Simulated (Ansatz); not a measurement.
# Y2Ti2S2O5 (I4/mmm): the r2SCAN gap against the k mesh of the density

Wanted: the cheapest k mesh of the density that holds the r2SCAN gap of Y2Ti2S2O5 (I4/mmm).

Method: DFT, r2SCAN, plane waves, PAW; PAW set soft_1, in Ansatz 0.2.0.

**1. The starting structure**

It takes space group I4/mmm (No. 139, tetragonal). The conventional cell has a = 3.796 Å, b = 3.796 Å, c = 23.091 Å, α = 90.00°, β = 90.00°, γ = 90.00°. Nearest to Y lie 4 O at 2.46 Å and 5 S at 2.83 to 2.96 Å. Ti has 5 O at 1.81 to 1.96 Å and 1 S at 2.93 Å nearest. Nearest to S lie 5 Y at 2.83 to 2.96 Å and 1 Ti at 2.93 Å. O has 2 Ti at 1.81 Å nearest. O has 2 Ti at 1.96 Å and 2 Y at 2.46 Å nearest. Farther neighbours, and contacts between anions beyond the nearest, are not listed.

Structure file:

```cif
data_structure
_symmetry_space_group_name_H-M 'I4/mmm'
_symmetry_Int_Tables_number 139
_cell_length_a 3.7960
_cell_length_b 3.7960
_cell_length_c 23.0907
_cell_angle_alpha 90.000
_cell_angle_beta 90.000
_cell_angle_gamma 90.000
_cell_volume 332.73
loop_
_atom_site_label
_atom_site_type_symbol
_atom_site_symmetry_multiplicity
_atom_site_Wyckoff_symbol
_atom_site_fract_x
_atom_site_fract_y
_atom_site_fract_z
_atom_site_occupancy
Y1 Y 4 e 0.50000 0.50000 0.16670 1
Ti1 Ti 4 e 0.50000 0.50000 0.42149 1
S1 S 4 e 0.50000 0.50000 0.29475 1
O1 O 2 a 0.00000 0.00000 0.00000 1
O2 O 8 g 0.00000 0.50000 0.40080 1
```

The cell and positions are those that the Materials Project relaxed with its own functionals (PBE, PBE+U or r2SCAN), kept fixed.

**2. k mesh of the density: 2×2×2**

The input, input.yaml:

```yaml
crystal:
  lattice:
    - [-1.898002, 1.898002, 11.54533]
    - [1.898002, -1.898002, 11.54533]
    - [1.898002, 1.898002, -11.54533]
  atoms:
    - { symbol: "Y", position: [0.666698, 0.666698, 0.0] }
    - { symbol: "Y", position: [0.333302, 0.333302, 0.0] }
    - { symbol: Ti, position: [0.921493, 0.921493, 0.0] }
    - { symbol: Ti, position: [0.078507, 0.078507, 0.0] }
    - { symbol: S, position: [0.794752, 0.794752, 0.0] }
    - { symbol: S, position: [0.205248, 0.205248, 0.0] }
    - { symbol: O, position: [0.0, 0.0, 0.0] }
    - { symbol: O, position: [0.900805, 0.400805, 0.5] }
    - { symbol: O, position: [0.599195, 0.099195, 0.5] }
    - { symbol: O, position: [0.400805, 0.900805, 0.5] }
    - { symbol: O, position: [0.099195, 0.599195, 0.5] }
kpoints:
  mp_grid: { grid: [2, 2, 2] }
  band_path:
    path:
      - [0.0, 0.0, 0.0]
      - [0.0, 0.0, 0.5]
      - [0.25, 0.25, 0.25]
      - [0.0, 0.5, 0.0]
      - [0.5, 0.5, -0.5]
      - [0.25675648, 0.74324352, -0.25675648]
      - [-0.25675648, 0.25675648, 0.25675648]
      - [-0.01351296, 0.01351296, 0.5]
    npoints: 1
hamiltonian:
  xc: r2scan
  pseudopotentials: { kind: paw, azcp: { folder: soft_1 } }
scf:
  occupations: { method: fixed }
  n_extra_bands: 7
output:
  eigenvalues: true
  forces: true
  stress: true
```

The run is started by

```console
> ansatz run input.yaml --threads 3 --pin off --max-ram 92160MiB --backend cuda --events-out ev --progress --plain --runs-dir out --devices 1 --max-vram 13GiB
```

Output:

```text
basis.fft_grid_basis auto: the FFT boxes are laid along the combinations [[1, 0, 1], [0, 1, 1], [0, 0, 1]] of the cell's own vectors, 3.796, 3.796 and 11.853 Å long. The dense box has 30×30×90 points. Along the cell's own vectors, as sized, it would have 90×90×90, 9.00 times as many. Of the 16 symmetry operations that the crystal satisfies within crystal.symmetry.tolerance (time reversal apart; of a slab, those that  [...]
scf.n_extra_bands = 7 over 44 filled bands (N_el = 88.0): the run solves 51 bands
GPUs: using 1 of 1 available (devices: 1).
Engine: ansatz 0.2.0, x86_64-unknown-linux-gnu
Pseudopotentials: kind: paw
Pseudopotential: Y, paw, valence charge 11, recommended cutoff 500 eV (meta_gga), soft_1/Y.paw.azcp
Pseudopotential: Ti, paw, valence charge 12, recommended cutoff 500 eV (meta_gga), soft_1/Ti.paw.azcp
Pseudopotential: S, paw, valence charge 6, recommended cutoff 500 eV (meta_gga), soft_1/S.paw.azcp
Pseudopotential: O, paw, valence charge 6, recommended cutoff 500 eV (meta_gga), soft_1/O.paw.azcp
Functional definition: r2SCAN
  parameter k0 = 0.174
  parameter k1 = 0.065
  parameter a1 = 4.9479
  exchange = r2scan_x(k0 = k0, k1 = k1, a1 = a1)
  correlation = r2scan_c
concurrent solve slots: 2 of 3 are kept, ahead of what memory takes: no pass of the eigensolver takes more rounds on 2
device memory: the entry about to start is reckoned to put 3.0 GiB on a device that reports 51.7 GiB free (of which the cap on the GPU budget leaves the run 13.0 GiB)
GPU FFT provider: cuFFT
GPU libraries: cuBLAS 13.8.2, cuFFT 12.4.0, cuSOLVER 12.3.4
Crystal: 11 atoms, lattice volume = 166.364 Å³
Basis set: ecut = 500 eV, 4231 PW (Γ), FFT grids on a1+a3, a2+a3, a3, exchange–correlation on 120×120×360 points (64 copies of the dense FFT grid, shifted against one another)
Bands: 51, of which v1, the nominal top of the filled ones, is band 44 counted from 1 (43 counted from 0)
Symmetry: 16 space group operations
Space group: I4/mmm (ITA 139), of the structure as read, at distance tolerance 5.5e-5 Å
k-points: 4 of 8
Non-local potential: Y, projectors of the file, l = 0: 3, l = 1: 2, l = 2: 2, l = 3: 1
Non-local potential: Ti, projectors of the file, l = 0: 3, l = 1: 2, l = 2: 3, l = 3: 1
Non-local potential: S, projectors of the file, l = 0: 2, l = 1: 2, l = 2: 1
Non-local potential: O, projectors of the file, l = 0: 2, l = 1: 2, l = 2: 1
PAW form: soft (Blöchl's): semilocal exchange-correlation on the pseudo side does not see the compensation charge
PAW frozen core: Y, regenerated for the run's functional (the file was generated under x = pbe(κ = 0.804, μ = 0.219515), c = pbe(β = 0.066725))
PAW frozen core: Ti, regenerated for the run's functional (the file was generated under x = pbe(κ = 0.804, μ = 0.219515), c = pbe(β = 0.066725))
PAW frozen core: S, regenerated for the run's functional (the file was generated under x = pbe(κ = 0.804, μ = 0.219515), c = pbe(β = 0.066725))
PAW frozen core: O, regenerated for the run's functional (the file was generated under x = pbe(κ = 0.804, μ = 0.219515), c = pbe(β = 0.066725))
PAW one-centre angular grid: Y, 590 points (default); XC on 160 Gauss nodes
PAW one-centre angular grid: Ti, 590 points (default); XC on 160 Gauss nodes
PAW one-centre angular grid: S, 302 points (default); XC on 160 Gauss nodes
PAW one-centre angular grid: O, 302 points (default); XC on 160 Gauss nodes
Initial density: superposition of atomic densities (chi_scale 0.1, normalization cell, long waves of neutral atoms (reshape's long-wave potential 2.92 eV rms, cloud 2.95 Å wide))
Initial wavefunctions: pseudopotential atomic-orbital guess
GPU buffer pool allocated for 81000 grid points (all kernels)
GPU transforms: local potential: pruned to the plane-wave sphere, on 27×27×90; band sums: pruned to the plane-wave sphere, on 30×30×90
Functional: x = r2scan, c = r2scan; τ floored in thin density (d = 2e-4 eV/Å³)
SCF iter   1: F=—  HF=-17405.830019 eV  |F-HF|=—  |Δ(HF+E_count)|=         —  Δρ=4.89e-2  dr2=1.17e1  dr2_τ=5.27e-1  ethr=3.10e-3  ⟨swp⟩=5.5  Hψ=709  notcnv=0  defer=17
preconditioner: auto → Resta (q_TF=auto, 2.454 Å⁻¹)  ε∞=4.2  [insulator: Δε(μ)=2.456 eV  Ē_g=13.268 eV  n_scr=44 (ndim 8)  ℏωp=23.7 eV  f_vac=0.046  ε∞_Penn≈4.2]
SCF iter   2: F=—  HF=-17404.850865 eV  |F-HF|=—  |Δ(HF+E_count)|=   9.79e-1  Δρ=2.45e-2  dr2=1.79e0  dr2_τ=7.93e-2  ethr=3.10e-3  ⟨swp⟩=3.2  Hψ=438  notcnv=0  defer=18
SCF iter   3: F=—  HF=-17404.874577 eV  |F-HF|=—  |Δ(HF+E_count)|=   2.37e-2  Δρ=1.16e-2  dr2=2.80e-1  dr2_τ=1.43e-2  ethr=2.04e-3  ⟨swp⟩=2.0  Hψ=332  notcnv=0  defer=16
SCF iter   4: F=—  HF=-17404.901792 eV  |F-HF|=—  |Δ(HF+E_count)|=   2.72e-2  Δρ=1.09e-2  dr2=1.88e-1  dr2_τ=2.08e-2  ethr=3.18e-4  ⟨swp⟩=2.0  Hψ=351  notcnv=0  defer=18
SCF iter   5: F=—  HF=-17404.876162 eV  |F-HF|=—  |Δ(HF+E_count)|=   2.56e-2  Δρ=1.90e-3  dr2=8.25e-3  dr2_τ=4.38e-4  ethr=2.14e-4  ⟨swp⟩=2.0  Hψ=310  notcnv=0  defer=18
SCF iter   6: F=—  HF=-17404.879003 eV  |F-HF|=—  |Δ(HF+E_count)|=   2.84e-3  Δρ=6.69e-4  dr2=1.25e-3  dr2_τ=6.16e-5  ethr=9.38e-6  ⟨swp⟩=2.0  Hψ=335  notcnv=0  defer=20
SCF iter   7: F=—  HF=-17404.879833 eV  |F-HF|=—  |Δ(HF+E_count)|=   8.30e-4  Δρ=5.50e-4  dr2=4.89e-4  dr2_τ=4.61e-5  ethr=1.42e-6  ⟨swp⟩=2.0  Hψ=317  notcnv=0  defer=20
SCF iter   8: F=—  HF=-17404.879901 eV  |F-HF|=—  |Δ(HF+E_count)|=   6.84e-5  Δρ=2.25e-4  dr2=7.83e-5  dr2_τ=8.55e-6  ethr=5.56e-7  ⟨swp⟩=2.0  Hψ=304  notcnv=0  defer=16
SCF iter   9: F=—  HF=-17404.880251 eV  |F-HF|=—  |Δ(HF+E_count)|=   3.50e-4  Δρ=4.14e-5  dr2=3.65e-6  dr2_τ=9.87e-8  ethr=8.90e-8  ⟨swp⟩=2.0  Hψ=287  notcnv=0  defer=10
SCF iter  10: F=—  HF=-17404.880259 eV  |F-HF|=—  |Δ(HF+E_count)|=   7.73e-6  Δρ=8.57e-6  dr2=1.44e-7  dr2_τ=1.17e-8  ethr=4.15e-9  ⟨swp⟩=2.2  Hψ=309  notcnv=0  defer=10
SCF iter  11: F=-17404.880259 eV  HF=-17404.880259 eV  |F-HF|=1.47e-8  |Δ(HF+E_count)|=   4.18e-7  Δρ=2.13e-6  dr2=8.87e-9  dr2_τ=1.07e-9  ethr=1.14e-10  ⟨swp⟩=18.2  Hψ=1008  notcnv=0
SCF 1 converged in 11 iterations: F = -17404.880259 eV  dr2 = 8.87e-9
[...]
device memory: the entry about to start is reckoned to put 2.3 GiB on a device that reports 48.3 GiB free (of which the cap on the GPU budget leaves the run 13.0 GiB)
NSCF: frozen V_eff on 8 k-points
SCF converged after 11 iterations
Free energy (F): -17404.880259 eV
Harris-Foulkes:  -17404.880259 eV  (|F-HF|=1.47e-8)
Internal energy: -17404.880259 eV  (E = F + TS)
E sigma→0 (E₀):  -17404.880259 eV
Fermi energy:    8.422831 eV
--- Per-component energies (eV) ---
  E_band       = -745.063415
  E_kinetic    = 2251.662887
  E_local      = -6423.260818  (includes V_loc(G=0)·N_el)
  E_nonlocal   = 487.972786
  E_hartree    = 2496.638615
  E_xc         = -1104.142015
  E_vxc        = -1483.325178  (∫ρ·V_xc dr)
  E_paw        = -9815.020014  (= ΣΔE_a)
  E_vpaw       = -658.871141  (= ΣTr[D̂ρ^β])
  E_aug_tail   = 0.001296  (compensation charges beyond the density's cutoff)
  E_vtau       = 87.475177  (kinetic-family band-sum trace: ∫τ·v_τ [+ j·A + Jᵃ·Aᵃ] dr)
  E_ewald      = -5297.538939
  E_core_change = -1.194057  (= ΣΔE_core)
  E_smearing   = -0.000000  (= −TS)
  E_closure    = 0.000000  (closes the sum)
  Σ components = -17404.880259   (vs F -17404.880259, Δ=0.00e0)
--- Forces (eV/Å), atoms counted from 1 ---
  atom   1  Y      0.00000000     0.00000000    -0.09960346
  atom   2  Y     -0.00000000    -0.00000000     0.09960346
  atom   3  Ti    -0.00000000    -0.00000000     0.66302775
  atom   4  Ti     0.00000000     0.00000000    -0.66302775
  atom   5  S      0.00000000    -0.00000000     0.32534207
  atom   6  S      0.00000000    -0.00000000    -0.32534207
  atom   7  O      0.00000000    -0.00000000     0.00000000
  atom   8  O      0.00000000     0.00000000    -0.31320184
  atom   9  O      0.00000000    -0.00000000     0.31320184
  atom  10  O     -0.00000000     0.00000000    -0.31320184
  atom  11  O      0.00000000    -0.00000000     0.31320184
  max |Σ_I F_I| component: 1.67e-16 eV/Å
--- Stress (GPa, compression-positive) ---
       -3.388332       0.000000       0.000000
        0.000000      -3.388332       0.000000
        0.000000       0.000000      -2.791598
  P = ⅓ Tr σ = -3.1894 GPa (-31.894 kbar)
--- Band table (eV) ---
  k-point 0: bands = [... 40 lower, 7.1096, 8.1296, 8.4228, 8.4228, 9.5736, 9.5974, 10.7926, 10.7926, ... 3 higher]
  k-point 1: bands = [... 40 lower, 6.8133, 6.8140, 7.1935, 7.2151, 10.4372, 10.4378, 11.1969, 11.4930, ... 3 higher]
  k-point 2: bands = [... 40 lower, 7.0255, 7.0296, 7.4838, 7.6226, 10.4005, 10.8441, 10.9207, 10.9490, ... 3 higher]
  k-point 3: bands = [... 40 lower, 7.1192, 8.0446, 8.4227, 8.4227, 9.5750, 9.5959, 10.7980, 10.7980, ... 3 higher]
```

The job ended after 9.1 s (1 × NVIDIA H100 80GB HBM3 (shared by 6 runs) with 3 threads of AMD EPYC 7R13 (Zen 3), shared host; peak memory 1.2 GiB; 7 s of CPU time).

Reading the cycles: dr2 is the Hartree energy of the density residual (eV), the measure of convergence; HF is the Harris–Foulkes estimate of the energy, which meets the free energy F at convergence.

This step gave:

| Item | Value |
| --- | --- |
| pressure | -3.189 GPa |
| gap | 1.151 eV |
| valence top at | Γ |
| conduction bottom at | Γ |
| least direct gap | 1.151 eV |

The gap is direct, at Γ.

**3. k mesh of the density: 4×4×4**

Edit input.yaml of step 2 so:

```diff
@@ -18,3 +18,3 @@
 kpoints:
-  mp_grid: { grid: [2, 2, 2] }
+  mp_grid: { grid: [4, 4, 4] }
   band_path:
```

Output:

```text
[...]
GPUs: using 1 of 1 available (devices: 1).
[...]
GPU FFT provider: cuFFT
GPU libraries: cuBLAS 13.8.2, cuFFT 12.4.0, cuSOLVER 12.3.4
Crystal: 11 atoms, lattice volume = 166.364 Å³
Basis set: ecut = 500 eV, 4231 PW (Γ), FFT grids on a1+a3, a2+a3, a3, exchange–correlation on 120×120×360 points (64 copies of the dense FFT grid, shifted against one another)
[...]
k-point 0: bands = [... 40 lower, 7.0875, 8.1031, 8.3820, 8.3820, 9.5351, 9.5589, 10.7484, 10.7484, ... 3 higher]
  k-point 1: bands = [... 40 lower, 6.6145, 7.2862, 7.6490, 7.7020, 10.0513, 10.2617, 10.6697, 10.7705, ... 3 higher]
  k-point 2: bands = [... 40 lower, 6.8712, 6.8720, 7.1568, 7.1802, 10.3870, 10.3875, 11.1288, 11.4615, ... 3 higher]
  k-point 12: bands = [... 40 lower, 7.0988, 8.0184, 8.3818, 8.3818, 9.5365, 9.5576, 10.7533, 10.7533, ... 3 higher]
[key lines of the parts left out:]
SCF converged after 11 iterations
Free energy (F): -17404.969774 eV
Fermi energy:    8.382043 eV
P = ⅓ Tr σ = -3.1377 GPa (-31.377 kbar)
```

Elapsed: 8.3 s, on 1 × NVIDIA H100 80GB HBM3 (shared by 6 runs) with 3 threads; peak memory 1.2 GiB.

Numbers from this step:

```yaml
pressure: -3.138 GPa
gap: 1.153 eV
valence_top_at: Γ
conduction_bottom_at: Γ
least_direct_gap: 1.153 eV
```

The gap is 1.153 eV, +0.002 eV from the run before at this level.

**4. k mesh of the density: 8×8×8 (the default)**

input.yaml, the sections that differ from step 3:

```yaml
kpoints:
  mp_grid: { grid: [8, 8, 8] }
  band_path:
    path:
      - [[0.0, 0.0, 0.0], [0.0, 0.0, 0.5], [0.25, 0.25, 0.25], [0.0, 0.5, 0.0], [0.0, 0.0, 0.0], [0.5, 0.5, -0.5], [0.25675648, 0.74324352, -0.25675648]]
      - [[-0.25675648, 0.25675648, 0.25675648], [0.0, 0.0, 0.0]]
      - [[0.0, 0.0, 0.5], [-0.01351296, 0.01351296, 0.5]]
      - [[0.5, 0.5, -0.01351296], [0.5, 0.5, -0.5]]
    npoints: 10
scf:
  occupations: { method: fermi_dirac, width: 0.02 }
  n_extra_bands: 7
output:
  eigenvalues: true
  forces: true
  stress: true
  write_density: true
  write_potential: true
  elf: true
  volumetric_format: npy
# crystal, hamiltonian: as in step 3
```

Output:

```text
[...]
GPUs: using 1 of 1 available (devices: 1).
[...]
GPU FFT provider: cuFFT
GPU libraries: cuBLAS 13.8.2, cuFFT 12.4.0, cuSOLVER 12.3.4
Crystal: 11 atoms, lattice volume = 166.364 Å³
Basis set: ecut = 500 eV, 4231 PW (Γ), FFT grids on a1−a2, a2, a1+a3, exchange–correlation on 160×360×120 points (64 copies of the dense FFT grid, shifted against one another)
[...]
k-point 0: bands = [... 40 lower, 7.0842, 8.1000, 8.3783, 8.3783, 9.5383, 9.5621, 10.7516, 10.7516, ... 3 higher]
  k-point 1: bands = [... 40 lower, 6.7039, 7.6260, 8.0771, 8.2339, 9.9794, 9.9895, 10.3120, 10.5511, ... 3 higher]
  k-point 2: bands = [... 40 lower, 6.6115, 7.2834, 7.6455, 7.6994, 10.0551, 10.2652, 10.6727, 10.7735, ... 3 higher]
  k-point 58: bands = [... 40 lower, 7.0955, 8.0154, 8.3780, 8.3780, 9.5397, 9.5608, 10.7566, 10.7566, ... 3 higher]
[key lines of the parts left out:]
SCF converged after 11 iterations
Free energy (F): -17404.982123 eV
Fermi energy:    8.962701 eV
P = ⅓ Tr σ = -3.1667 GPa (-31.667 kbar)
```

Run time: 23 s. Hardware: 1 × NVIDIA H100 80GB HBM3 (shared by 6 runs) with 3 threads; peak memory 1.6 GiB.

Read from the output:

* pressure: -3.167 GPa
* gap: 1.160 eV
* valence top at: Γ
* conduction bottom at: Γ
* least direct gap: 1.160 eV

The gap is 1.160 eV, +0.007 eV from the run before at this level.

**5. k mesh of the density: 12×12×12**

input.yaml, the sections that differ from step 4:

```yaml
kpoints:
  mp_grid: { grid: [12, 12, 12] }
  band_path:
    path:
      - [0.0, 0.0, 0.0]
      - [0.0, 0.0, 0.5]
      - [0.25, 0.25, 0.25]
      - [0.0, 0.5, 0.0]
      - [0.5, 0.5, -0.5]
      - [0.25675648, 0.74324352, -0.25675648]
      - [-0.25675648, 0.25675648, 0.25675648]
      - [-0.01351296, 0.01351296, 0.5]
    npoints: 1
scf:
  occupations: { method: fixed }
  n_extra_bands: 7
# crystal, hamiltonian, output: as in step 4
```

Output:

```text
[...]
GPUs: using 1 of 1 available (devices: 1).
[...]
GPU FFT provider: cuFFT
GPU libraries: cuBLAS 13.8.2, cuFFT 12.4.0, cuSOLVER 12.3.4
Crystal: 11 atoms, lattice volume = 166.364 Å³
Basis set: ecut = 500 eV, 4231 PW (Γ), FFT grids on a1−a2, a2, a1+a3, exchange–correlation on 160×360×120 points (64 copies of the dense FFT grid, shifted against one another)
[...]
k-point 0: bands = [... 40 lower, 7.0842, 8.0999, 8.3783, 8.3783, 9.5383, 9.5621, 10.7516, 10.7516, ... 3 higher]
  k-point 1: bands = [... 40 lower, 6.8906, 7.9651, 8.2253, 8.2255, 9.7583, 9.7759, 10.5025, 10.6482, ... 3 higher]
  k-point 2: bands = [... 40 lower, 6.6125, 7.3856, 7.9207, 8.1367, 10.1594, 10.2094, 10.2231, 10.4762, ... 3 higher]
  k-point 162: bands = [... 40 lower, 7.0955, 8.0154, 8.3780, 8.3780, 9.5397, 9.5607, 10.7566, 10.7566, ... 3 higher]
[key lines of the parts left out:]
SCF converged after 11 iterations
Free energy (F): -17404.982120 eV
Fermi energy:    8.378281 eV
P = ⅓ Tr σ = -3.1667 GPa (-31.667 kbar)
```

It took 21 s on 1 × NVIDIA H100 80GB HBM3 (shared by 6 runs) with 3 threads; peak memory 1.9 GiB.

Read from the output:

```
pressure             : -3.167 GPa
gap                  : 1.160 eV
valence top at       : Γ
conduction bottom at : Γ
least direct gap     : 1.160 eV
```

The gap is 1.160 eV, as in the run before at this level.

**6. The series**

Differences are against the last row; a negative gap means that bands overlap, and a run with a band path holds that path's time. Times are wall times on 1 × NVIDIA H100 80GB HBM3 (shared by 6 runs) with 3 threads of AMD EPYC 7R13 (Zen 3), shared host, good to a factor of about two.

```
k mesh of the density  gap (eV)  direct gap (eV)  gap error (eV)  energy error (meV/atom)  irreducible k   time
                2×2×2     1.151            1.151          −0.009                     +9.3              4  9.1 s
                4×4×4     1.153            1.153          −0.007                     +1.1             13  8.3 s
                8×8×8     1.160            1.160          +0.000                     +0.0             59   23 s
             12×12×12     1.160            1.160          +0.000                     +0.0            163   21 s
```

**7. Results**

* 2×2×2: 1.151 eV
* 4×4×4: 1.153 eV
* 8×8×8: 1.160 eV
* 12×12×12: 1.160 eV

What this shows: The gap holds to 0.02 eV from 2×2×2 on, the cheapest setting tried. At 2×2×2 the gap is off by −0.009 eV and the energy by +9 meV/atom. The gap is read over the mesh and added points near the edges, so meshes differ mainly through the density and, for a hybrid, the exchange operator.

[Long decimals in the printed logs are rounded to 6 places.]

[Logs are printed without paths, hosts, clocks, repeated set-up lines and the standing remarks that a program may print on its own settings, such as how far it seeks lower states.]

[Paths, hosts, dates, memory and timing lines, banners, echoed tables and standing remarks are left out of the program output; an Ansatz launch command may be rebuilt from the run's recorded settings. Measured values are a selection of at most five: reports struck by readers or far from the other reports are left out. None is set beside runs whose start may be inverted or whose files or cutoffs have a known fault.]

[Runs of the session that timed out or met a known fault of the program may be left out.]

[Cells called generated may have been cut or substituted from an entry of the Crystallography Open Database or the Materials Project.]

[Hosts, paths, dates, database ids (printed as entryN), source tags and the programs' standing remarks are cut or masked in the printed files.]

[Where the starting crystal was built by hand or by swapping elements, it need not be the compound's stable phase.]
